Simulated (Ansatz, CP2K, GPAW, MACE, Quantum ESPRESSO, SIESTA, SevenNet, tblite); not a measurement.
# Which run comes nearest? Random packing of Al85Si15 (at. %) (104 atoms)

Density of this cell: 2.46 g/cm³. The cell holds 104 atoms: 88 Al and 16 Si. Its edges and angles: a = 12.404 Å, b = 12.404 Å, c = 12.404 Å, α = 90.0°, β = 90.0°, γ = 90.0°. 104 atoms (88 Al, 16 Si) packed at random in a cube at 2.46 g/cm³ and pushed apart as soft spheres; a start for melting by ab initio MD, not an equilibrated structure. Then every atom was moved at random, 0.03 Å r.m.s. a Cartesian component.

Geometry: as built.

The reference, a calculation:

```
method                 : Kohn-Sham DFT, PBE, PAW, plane waves (Ansatz 0.2.0); cutoff 420 eV, Γ point, fermi-dirac smearing of 0.05 eV; PAW set soft_2
r.m.s. force component : 1.426 eV/Å
longest force          : 4.778 eV/Å
pressure               : 14.21 GPa
SCF cycles             : 9
time                   : 18 s on 4 threads of Arm Neoverse V1, shared host
CPU time               : 71 s
```

Runs, in no order:
A. MACE MPA-0 medium potential: machine-learned interatomic potential MACE MPA-0 medium, trained on PBE(+U) plane-wave data
B. GPAW PBE, LCAO dzp, h 0.2 Å, other mixer settings: Kohn-Sham DFT, PBE, PAW, atomic orbitals (dzp)
C. CP2K PBE, DZVP-MOLOPT-SR, 122/50 Ry, diagonalisation: Kohn-Sham DFT, PBE, GTH-PBE pseudopotentials, Gaussian and plane waves, DZVP-MOLOPT-SR-GTH, diagonalisation
D. GPAW PBE, LCAO sz(dzp), h 0.2 Å: Kohn-Sham DFT, PBE, PAW, atomic orbitals (sz(dzp))

Q: Order them from the smallest to the largest r.m.s. force difference.

C, B, A, D.

| run | Δ force, r.m.s. (meV/Å) | share of r.m.s. force (%) | CPU time |
| --- | --- | --- | --- |
| C. CP2K PBE, DZVP-MOLOPT-SR, 122/50 Ry, diagonalisation | 22.7 | 1.59 | 5.8 min |
| B. GPAW PBE, LCAO dzp, h 0.2 Å, other mixer settings | 75.5 | 5.29 | 31 min |
| A. MACE MPA-0 medium potential | 175 | 12.3 | 8.7 s |
| D. GPAW PBE, LCAO sz(dzp), h 0.2 Å | 522 | 36.6 | 3.6 min |

Machine-learned potentials mimic data converged in k, so the reference's own k-point error enters their differences. The electronic-structure runs sample only Γ, in a cell whose shortest periodic width is 12 Å, which is coarse for a cell with partly filled levels.

[Logs are printed without paths, hosts, clocks, repeated set-up lines and the standing remarks that a program may print on its own settings, such as how far it seeks lower states.]

[Hosts, paths, dates, database ids (printed as entryN), source tags and the programs' standing remarks are cut or masked in the printed files.]
